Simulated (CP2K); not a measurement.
The C K edge of 2-isocyanopyrimidine was computed by TDDFT (CP2K XAS_TDP, aug-cc-pVDZ, TDA) at these levels: PBEh(45%), PBEh(45%) + GW2X and PBEh(60%). The first three lines of C1 (bonded to N) with a strength over 0.0015, energy in eV and strength:

| run | first | second | third |
| --- | --- | --- | --- |
| 1 | 281.15 (0.066) | 281.81 (0.073) | 286.05 (0.006) |
| 2 | 288.47 (0.064) | 289.13 (0.071) | 293.37 (0.006) |
| 3 | 284.87 (0.077) | 285.39 (0.081) | 291.51 (0.003) |

Which run is which?

Run 1: PBEh(45%) (45 % exact exchange). Run 2: PBEh(45%) + GW2X (45 % exact exchange). Run 3: PBEh(60%) (60 % exact exchange). Self-interaction lifts the core level, so the uncorrected lines rise with the share of exact exchange. The GW2X run keeps the spacings of its parent: 0.66 eV between the first two lines in run 2, 0.66 eV in run 1. Its shift is +7.32 eV, since the Kohn–Sham level at this share of exchange lies that far above the quasiparticle level.

[Hosts, paths, dates, database ids (printed as entryN), source tags and the programs' standing remarks are cut or masked in the printed files.]
